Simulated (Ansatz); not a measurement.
# Rh (Fm-3m): phonon-mediated transition temperature

What Tc do the phonons of Rh (Fm-3m) give, and how does it depend on μ*? The cell shown first is a relaxed one, from steps not shown here.

Program: Ansatz 0.2.0. Level of theory: DFT PBE, scalar-relativistic, plane waves, PAW; PAW set soft_1. Results are calculated unless marked as measured.

## (1) The cell after earlier relaxation steps

The structure is cubic, space group Fm-3m (No. 225). The conventional cell has a = 3.830 Å, b = 3.830 Å, c = 3.830 Å, α = 90.00°, β = 90.00°, γ = 90.00°. Nearest to Rh lie 12 Rh at 2.71 Å.

## (2) Resistivity: q 6×6×6, k 18×18×18, scattering 24×24×24

The run that gives the couplings also evaluates McMillan's and Allen and Dynes's formulas and, where asked, the Eliashberg equations, over a range of μ*.

File input.yaml:

```yaml
crystal:
  lattice:
    - [0.0, 1.9152441178, 1.9152441178]
    - [1.9152441178, 0.0, 1.9152441178]
    - [1.9152441178, 1.9152441178, 0.0]
  atoms:
    - { symbol: Rh, position: [0.0, 0.0, 0.0] }
kpoints:
  mp_grid: { grid: [18, 18, 18] }
hamiltonian:
  xc: pbe
  pseudopotentials: { kind: paw, azcp: { folder: soft_1 } }
scf:
  occupations: { method: methfessel_paxton, width: 0.2 }
output:
  eigenvalues: true
phonons:
  method: dfpt
  qmesh: [6, 6, 6]
  temperatures: { t_max: 1000, t_step: 50 }
  qpath:
    path:
      - [[0.0, 0.0, 0.0], [0.5, 0.0, 0.5], [0.625, 0.25, 0.625]]
      - [[0.375, 0.375, 0.75], [0.0, 0.0, 0.0], [0.5, 0.5, 0.5], [0.5, 0.25, 0.75], [0.5, 0.0, 0.5]]
    npoints: 6
  electrical_resistivity:
    mesh: [24, 24, 24]
    temperatures: [20.0, 50.0, 80.0, 100.0, 150.0, 200.0, 273.0, 300.0, 400.0, 500.0, 600.0, 800.0]
  superconductivity: { mesh: [24, 24, 24] }
```

Run with:

```sh
$ ansatz run input.yaml --threads 16 --pin off --max-ram 92160MiB --backend cuda --events-out ev --progress --plain --runs-dir out --max-vram 78GiB
```

Numbers of over 12 decimals in the logs are rounded to 6 here.

The program printed:

```text
Engine: ansatz 0.2.0, aarch64-unknown-linux-gnu
Pseudopotentials: kind: paw
Pseudopotential: Rh, paw, valence charge 17, recommended cutoff 420 eV (normal), soft_1/Rh.paw.azcp
Functional definition: PBE
  parameter kappa = 0.804
  parameter beta = 0.066725
  exchange = pbe_x(kappa = kappa, mu = beta*pi^2/3)
  correlation = pbe_c(beta = beta)
[...]
Crystal: 1 atoms, lattice volume = 14.051 Å³
Basis set: ecut = 420 eV, 283 PW (Γ), exchange–correlation on 40×40×40 points (8 copies of the dense FFT grid, shifted against one another)
Bands: 13, of which v1, the nominal top of the filled ones, is band 9 counted from 1 (8 counted from 0)
Symmetry: 48 space group operations
k-points: 195 of 5832
Non-local potential: Rh, projectors of the file, l = 0: 3, l = 1: 2, l = 2: 2, l = 3: 1
PAW form: soft (Blöchl's): semilocal exchange-correlation on the pseudo side does not see the compensation charge
PAW one-centre angular grid: Rh, 590 points (default); XC on 64 Gauss nodes
Initial density: superposition of atomic densities (chi_scale 0.1, normalization cell)
Initial wavefunctions: pseudopotential atomic-orbital guess
[...]
Functional: x = pbe(κ = 0.804, μ = 0.219515), c = pbe(β = 0.066725)
SCF iter   1: F=—  HF=-6403.414354 eV  |F-HF|=—  |Δ(HF+E_count)|=         —  Δρ=1.10e-1  dr2=1.61e0  ethr=3.10e-3  ⟨swp⟩=4.6  Hψ=13219  notcnv=0
preconditioner: auto → none  [metal: Δε(μ)=0.003 eV  Ē_g=13.517 eV  σ=0.200 eV  W_gap=0.01  n_scr=0 (ndim 8)  ℏωp=29.7 eV  f_vac=0.000  D(μ)=1.20/eV (n_scr^D=14)]
SCF iter   2: F=—  HF=-6402.985881 eV  |F-HF|=—  |Δ(HF+E_count)|=   4.28e-1  S|Δr|=    0.00e0  Δρ=4.38e-2  dr2=1.55e-1  ethr=3.10e-3  ⟨swp⟩=2.1  Hψ=6405  notcnv=0
[...]
SCF iter   8: F=-6402.936483 eV  HF=-6402.936483 eV  |F-HF|=0.00e0  |Δ(HF+E_count)|=  1.46e-11  S|Δr|=    0.00e0  Δρ=3.68e-8  dr2=4.74e-14  ethr=1.00e-12  ⟨swp⟩=5.0  Hψ=9278  notcnv=0
SCF 1 converged in 8 iterations: F = -6402.936483 eV  dr2 = 4.74e-14
  greatest PAW one-centre occupation: 1.000 electrons in one spin orbital (limit 2), on the Rh atom at site 0 (counted from 0), in its partial waves of l = 0
[...]
NSCF: frozen V_eff on 195 k-points, pencils in batches of 32, up to order 52
[...]
NSCF: frozen V_eff on 195 k-points
[...]
DFPT response loops at q = (0, 0, 0) (fractional): preconditioner auto → Kerker (q_TF=auto, 2.816 Å⁻¹) (partly filled bands, converged f_vac=0.000); β = 1.00, the filter's whole step (`scf.mixing.beta` (0.50) is not read by the response loops under this deck's `scf.mixing.preconditioner`; to damp them name `kerker` or `kerker_dos`, under which they read `scf.mixing.beta`, and type it under 1.00, their step now; both keys bind the ground state too); Anderson in place of MSR1; while a model of the screening serves, it and β = 1 on shorter waves in the place of filter and β
[...]
NSCF: frozen V_eff on 195 k-points
[...]
DFPT response loops at q = (0, 0, 0.166667) (fractional): mixed as the last ones told, above
[...]
DFPT response loops at q = (0, 0, 0.333333) (fractional): mixed as the last ones told, above
[...]
DFPT response loops at q = (0, 0, -0.5) (fractional): mixed as the last ones told, above
[...]
DFPT response loops at q = (0, 0.166667, 0.166667) (fractional): mixed as the last ones told, above
[...]
DFPT response loops at q = (0, 0.166667, 0.333333) (fractional): mixed as the last ones told, above
[...]
DFPT response loops at q = (0, 0.166667, -0.5) (fractional): mixed as the last ones told, above
[...]
DFPT response loops at q = (0, 0.166667, -0.333333) (fractional): mixed as the last ones told, above
[...]
DFPT response loops at q = (0, 0.166667, -0.166667) (fractional): mixed as the last ones told, above
[...]
DFPT response loops at q = (0, 0.333333, 0.333333) (fractional): mixed as the last ones told, above
[...]
DFPT response loops at q = (0, 0.333333, -0.5) (fractional): mixed as the last ones told, above
[...]
DFPT response loops at q = (0, 0.333333, -0.333333) (fractional): mixed as the last ones told, above
[...]
DFPT response loops at q = (0, -0.5, -0.5) (fractional): mixed as the last ones told, above
[...]
SCF 2 converged in 8 iterations: F = -6402.936483 eV  dr2 = 3.60e-14
[...]
SCF converged after 8 iterations
[...]
Hall coefficient in a weak field at 50 K (a third of the trace): 5.345e-11 m³/C (as a tensor it moves by 0.5 % between the two finest meshes); by each state's relaxation time: 5.199e-11 m³/C; by a constant relaxation time: 6.553e-11 m³/C
  mean free path at 80 K (of a tensor a third of its trace): 73.1 nm by what each carries, 59.1 by the Fermi surface alone
  Hall coefficient in a weak field at 80 K (a third of the trace): 6.711e-11 m³/C (as a tensor it moves by 2.7 % between the two finest meshes); by each state's relaxation time: 5.196e-11 m³/C; by a constant relaxation time: 6.582e-11 m³/C
  mean free path at 100 K (of a tensor a third of its trace): 40.8 nm by what each carries, 34.2 by the Fermi surface alone
  Hall coefficient in a weak field at 100 K (a third of the trace): 7.101e-11 m³/C (as a tensor it moves by 3.4 % between the two finest meshes); by each state's relaxation time: 5.103e-11 m³/C; by a constant relaxation time: 6.597e-11 m³/C
  mean free path at 150 K (of a tensor a third of its trace): 18.6 nm by what each carries, 16.4 by the Fermi surface alone
  Hall coefficient in a weak field at 150 K (a third of the trace): 7.291e-11 m³/C (as a tensor it moves by 4.0 % between the two finest meshes); by each state's relaxation time: 4.973e-11 m³/C; by a constant relaxation time: 6.623e-11 m³/C
  mean free path at 200 K (of a tensor a third of its trace): 12.3 nm by what each carries, 11.0 by the Fermi surface alone
  Hall coefficient in a weak field at 200 K (a third of the trace): 7.280e-11 m³/C (as a tensor it moves by 4.4 % between the two finest meshes); by each state's relaxation time: 4.941e-11 m³/C; by a constant relaxation time: 6.638e-11 m³/C
  mean free path at 273 K (of a tensor a third of its trace): 8.35 nm by what each carries, 7.52 by the Fermi surface alone
  Hall coefficient in a weak field at 273 K (a third of the trace): 7.257e-11 m³/C (as a tensor it moves by 4.8 % between the two finest meshes); by each state's relaxation time: 4.933e-11 m³/C; by a constant relaxation time: 6.635e-11 m³/C
  mean free path at 300 K (of a tensor a third of its trace): 7.49 nm by what each carries, 6.75 by the Fermi surface alone
  Hall coefficient in a weak field at 300 K (a third of the trace): 7.246e-11 m³/C (as a tensor it moves by 4.9 % between the two finest meshes); by each state's relaxation time: 4.928e-11 m³/C; by a constant relaxation time: 6.625e-11 m³/C
  mean free path at 400 K (of a tensor a third of its trace): 5.45 nm by what each carries, 4.92 by the Fermi surface alone
  Hall coefficient in a weak field at 400 K (a third of the trace): 7.183e-11 m³/C (as a tensor it moves by 5.0 % between the two finest meshes); by each state's relaxation time: 4.891e-11 m³/C; by a constant relaxation time: 6.548e-11 m³/C
  mean free path at 500 K (of a tensor a third of its trace): 4.30 nm by what each carries, 3.88 by the Fermi surface alone
  Hall coefficient in a weak field at 500 K (a third of the trace): 7.087e-11 m³/C (as a tensor it moves by 4.9 % between the two finest meshes); by each state's relaxation time: 4.827e-11 m³/C; by a constant relaxation time: 6.417e-11 m³/C
  mean free path at 600 K (of a tensor a third of its trace): 3.55 nm by what each carries, 3.21 by the Fermi surface alone
  Hall coefficient in a weak field at 600 K (a third of the trace): 6.979e-11 m³/C (as a tensor it moves by 4.6 % between the two finest meshes); by each state's relaxation time: 4.751e-11 m³/C; by a constant relaxation time: 6.255e-11 m³/C
  mean free path at 800 K (of a tensor a third of its trace): 2.64 nm by what each carries, 2.37 by the Fermi surface alone
  Hall coefficient in a weak field at 800 K (a third of the trace): 6.775e-11 m³/C (as a tensor it moves by 4.2 % between the two finest meshes); by each state's relaxation time: 4.610e-11 m³/C; by a constant relaxation time: 5.907e-11 m³/C
  the resistivity times a path that all electrons share, by the Fermi surface of the deck's mesh alone (a third of the trace): 3.409e-16 Ω·m²
  not converged in the mesh (λ_tr; the resistivity at 20 K by 11.48 %; the resistivity at 50 K by 11.57 %; the resistivity at 80 K by 12.09 %; the resistivity at 100 K by 12.55 %; the resistivity at 150 K by 13.09 %; the resistivity at 200 K by 13.18 %; the resistivity at 273 K by 13.08 %; the resistivity at 300 K by 13.02 %; the resistivity at 400 K by 12.76 %; the resistivity at 500 K by 12.48 %; the resistivity at [...]
  vibrations of 216 cells: unjudged by the run; compare a larger repeat
  the changes of the potential over all sites missed a rigid shift's by 0.00 % (the site terms' by 0.02 %)
  at the force constants' own smearing the fine mesh and the k-points of their solves give squared frequencies that differ by 2.0 % of the larger at the most, at (0, 0, -0.5)
--- Superconductivity: potentials and phonons of a 6×6×6 supercell ---
           mesh         λ    ħω_log (meV)  μ* declared at (meV)
       24×24×24    0.3882          20.689               21.410
       12×12×12    0.3865          20.720               21.447
          6×6×6    0.4718          20.961               21.726
  λ by the species' shares of the modes' patterns: Rh 0.3882
  with the Fermi level up to 29.0 meV (the hardest mode) off, states and modes as they are: density of states 0.6499 to 0.6800 /eV of one spin and cell, λ 0.3882 to 0.3904
  transition temperature on the deck's mesh (K), isotropic and anisotropic, restricted to the Fermi surface (FSR) and over the full bandwidth (FBW), and the last with the density of states resolved in a narrower window:
        μ*   McMillan   Allen–Dynes      iso. FSR      iso. FBW    aniso. FSR    aniso. FBW  narrow window
      0.08      1.353         1.373         1.310         1.312         1.425         1.426          1.427
      0.10      0.846         0.857         0.798         0.800         0.894         0.895          0.895
      0.12      0.480         0.486         0.442         0.443         0.516         0.517          0.517
      0.13      0.345         0.349         0.314         0.315         0.377         0.378          0.378
      0.14      0.239         0.242         0.216         0.216         0.268         0.268          0.268
      0.16      0.099         0.100    none_found    none_found         0.121         0.122          0.121
      0.20      0.007         0.007    none_found    none_found    none_found    none_found     none_found
  none_found: no transition down to 0.1 K
  isotope coefficients −∂ln Tc/∂ln M under μ* = 0.13, the force constants as they are, of the isotropic transitions restricted to the Fermi surface and over the full bandwidth: Rh 0.198 and 0.198
  gaps at the Fermi level over the full bandwidth under μ* = 0.1, 0.224 K: 0.052 to 0.250 meV
  gaps at the Fermi level over the full bandwidth under μ* = 0.13, 0.095 K: 0.016 to 0.112 meV
  gaps at the Fermi level over the full bandwidth under μ* = 0.16, 0.030 K: 0.003 to 0.039 meV
  not converged in the mesh (the transition temperature): between neighbouring meshes, the two finest first, λ moves by 0.44 % and 22.07 % and the anisotropic transition temperature over the full bandwidth at μ* = 0.13 by 12.77 % and 276.93 %; converged means that the two finest part by at most 2.00 % and 5.00 %
  vibrations of 216 cells: unjudged by the run; compare a larger repeat
  the changes of the potential over all sites missed a rigid shift's by 0.00 % (the site terms' by 0.02 %)
  at the force constants' own smearing the fine mesh and the k-points of their solves give squared frequencies that differ by 2.0 % of the larger at the most, at (0, 0, -0.5)
```

The job ended after 80 s (1 × NVIDIA GB200 with 16 threads of Arm Neoverse V2, shared host; peak memory 4.1 GiB).

This step gave:

* volume per atom: 14.05 Å³/atom
* metallic on mesh: yes
* gap on the k-mesh: 0 eV
* zero-point energy: 0.03154 eV/cell
* share of imaginary modes in the plain interpolation between solved wavevectors: 0
* highest frequency, solved or plainly interpolated: 235.7 cm⁻¹
* Debye temperature (second moment): 322 K
* resistivity at 300 K: 5.048 μΩ cm
* coupling constant λ: 0.3882
* density of states at the Fermi level: 0.6622 states/eV a spin and cell
* log mean phonon energy ħω_log: 20.69 meV
* transport coupling constant λ_tr: 0.4217, 0.4217, 0.4217 (xx, yy, zz)
* Drude plasma energy: 9.614, 9.614, 9.614 eV (xx, yy, zz)
* resistivity times mean free path: 3.409, 3.409, 3.409 × 10⁻¹⁶ Ω m² (xx, yy, zz)
* second-moment phonon energy ħω₂: 21.41 meV
* coupling λ by branch: 0.146, 0.142, 0.101 (branches by rank of frequency)

An empty cell: under 1 mK by a formula, or no transition down to the floor of the Eliashberg search. Transition temperatures:

```tsv
μ*	McMillan Tc (K)	Allen–Dynes Tc (K)	isotropic Fermi-surface Tc (K)	isotropic full bandwidth Tc (K)	anisotropic Fermi-surface Tc (K)	anisotropic full bandwidth Tc (K)	anisotropic narrow window Tc (K)
0.08	1.35	1.37	1.31	1.31	1.43	1.43	1.43
0.1	0.846	0.857	0.798	0.8	0.894	0.895	0.895
0.12	0.48	0.486	0.442	0.443	0.516	0.517	0.517
0.13	0.345	0.349	0.314	0.315	0.377	0.378	0.378
0.14	0.239	0.242	0.216	0.216	0.268	0.268	0.268
0.16	0.0991	0.1	-	-	0.121	0.122	0.121
0.2	0.00668	0.00675	-	-	-	-	-
```

## (3) Resistivity: q 6×6×6, k 24×24×24, scattering 32×32×32

The next rung changes the k mesh of the density and its response; the scattering mesh, which samples the Fermi surface.

input.yaml, as its differences from that of step 2:

```diff
@@ -8,3 +8,3 @@
 kpoints:
-  mp_grid: { grid: [18, 18, 18] }
+  mp_grid: { grid: [24, 24, 24] }
 hamiltonian:
@@ -26,4 +26,4 @@
   electrical_resistivity:
-    mesh: [24, 24, 24]
+    mesh: [32, 32, 32]
     temperatures: [20.0, 50.0, 80.0, 100.0, 150.0, 200.0, 273.0, 300.0, 400.0, 500.0, 600.0, 800.0]
-  superconductivity: { mesh: [24, 24, 24] }
+  superconductivity: { mesh: [32, 32, 32] }
```

The program printed:

```text
[...]
Crystal: 1 atoms, lattice volume = 14.051 Å³
Basis set: ecut = 420 eV, 283 PW (Γ), exchange–correlation on 40×40×40 points (8 copies of the dense FFT grid, shifted against one another)
Bands: 13, of which v1, the nominal top of the filled ones, is band 9 counted from 1 (8 counted from 0)
Symmetry: 48 space group operations
k-points: 413 of 13824
[...]
SCF iter   1: F=—  HF=-6403.413554 eV  |F-HF|=—  |Δ(HF+E_count)|=         —  Δρ=1.10e-1  dr2=1.61e0  ethr=3.10e-3  ⟨swp⟩=4.5  Hψ=27952  notcnv=0
[...]
SCF iter   2: F=—  HF=-6402.986122 eV  |F-HF|=—  |Δ(HF+E_count)|=   4.27e-1  S|Δr|=    0.00e0  Δρ=4.39e-2  dr2=1.56e-1  ethr=3.10e-3  ⟨swp⟩=2.1  Hψ=13579  notcnv=0
[...]
SCF iter   8: F=-6402.936465 eV  HF=-6402.936465 eV  |F-HF|=9.09e-13  |Δ(HF+E_count)|=  2.73e-12  S|Δr|=    0.00e0  Δρ=3.02e-8  dr2=3.03e-14  ethr=1.00e-12  ⟨swp⟩=4.8  Hψ=18600  notcnv=0
SCF 1 converged in 8 iterations: F = -6402.936465 eV  dr2 = 3.03e-14
[...]
NSCF: frozen V_eff on 413 k-points, pencils in batches of 32, up to order 52
[...]
NSCF: frozen V_eff on 413 k-points
[...]
SCF 2 converged in 8 iterations: F = -6402.936465 eV  dr2 = 3.20e-14
[...]
SCF converged after 8 iterations
[...]
not converged in the mesh (λ; λ_tr; the resistivity at 20 K by 8.47 %; the resistivity at 50 K by 8.58 %; the resistivity at 80 K by 9.54 %; the resistivity at 100 K by 9.99 %; the resistivity at 150 K by 10.46 %; the resistivity at 200 K by 10.61 %; the resistivity at 273 K by 10.69 %; the resistivity at 300 K by 10.69 %; the resistivity at 400 K by 10.68 %; the resistivity at 500 K by 10.60 %; the resistivity at  [...]
  vibrations of 216 cells: unjudged by the run; compare a larger repeat
[...]
--- Superconductivity: potentials and phonons of a 6×6×6 supercell ---
           mesh         λ    ħω_log (meV)  μ* declared at (meV)
       32×32×32    0.3928          20.688               21.411
       16×16×16    0.3872          20.711               21.433
          8×8×8    0.4242          20.604               21.330
  λ by the species' shares of the modes' patterns: Rh 0.3928
[...]
0.08      1.434         1.455         1.388         1.389         1.489         1.489          1.489
      0.10      0.907         0.920         0.856         0.856         0.940         0.940          0.940
      0.12      0.523         0.529         0.482         0.482         0.547         0.547          0.547
      0.13      0.380         0.384         0.346         0.346         0.402         0.402          0.402
      0.14      0.266         0.269         0.240         0.240         0.287         0.287          0.287
      0.16      0.114         0.115         0.101         0.102         0.131         0.131          0.131
      0.20      0.009         0.009    none_found    none_found    none_found    none_found     none_found
  none_found: no transition down to 0.1 K
[...]
converged in the mesh: between neighbouring meshes, the two finest first, λ moves by 1.44 % and 9.58 % and the anisotropic transition temperature over the full bandwidth at μ* = 0.13 by 2.90 % and 100.79 %; converged means that the two finest part by at most 2.00 % and 5.00 %
  vibrations of 216 cells: unjudged by the run; compare a larger repeat
[...]
```

Elapsed: 2.6 min, on 1 × NVIDIA GB200 with 16 threads; peak memory 11 GiB; 31 min of CPU time.

This step gave:

```yaml
highest_frequency_solved_or_plainly_interpolated: 234.7 cm⁻¹
resistivity_at_300_k: 4.94 μΩ cm
coupling_constant_lambda: 0.3928
density_of_states_at_the_fermi_level: 0.6684 states/eV a spin and cell
transport_coupling_constant_lambda_tr: 0.4254, 0.4254, 0.4254 (xx, yy, zz)
drude_plasma_energy: 9.734, 9.734, 9.734 eV (xx, yy, zz)
resistivity_times_mean_free_path: 3.342, 3.342, 3.342 × 10⁻¹⁶ Ω m² (xx, yy, zz)
coupling_lambda_by_branch: 0.148, 0.142, 0.103 (branches by rank of frequency)
```

An empty cell: under 1 mK by a formula, or no transition down to the floor of the Eliashberg search. Transition temperatures:

```tsv
μ*	McMillan Tc (K)	Allen–Dynes Tc (K)	isotropic Fermi-surface Tc (K)	isotropic full bandwidth Tc (K)	anisotropic Fermi-surface Tc (K)	anisotropic full bandwidth Tc (K)	anisotropic narrow window Tc (K)
0.08	1.43	1.45	1.39	1.39	1.49	1.49	1.49
0.1	0.907	0.92	0.856	0.856	0.94	0.94	0.94
0.12	0.523	0.529	0.482	0.482	0.547	0.547	0.547
0.13	0.38	0.384	0.346	0.346	0.402	0.402	0.402
0.14	0.266	0.269	0.24	0.24	0.287	0.287	0.287
0.16	0.114	0.115	0.101	0.102	0.131	0.131	0.131
0.2	0.00862	0.0087	-	-	-	-	-
```

For the highest frequency, solved or plainly interpolated, step 2 gave 236 cm⁻¹; this run, with k-mesh 24×24×24 and scattering mesh 32×32×32, gives 235 cm⁻¹.

(Continued in part 2 of 2.)

[Logs are printed without paths, hosts, clocks, repeated set-up lines and the standing remarks that a program may print on its own settings, such as how far it seeks lower states.]

[Hosts, paths, dates, database ids (printed as entryN), source tags and the programs' standing remarks are cut or masked in the printed files.]
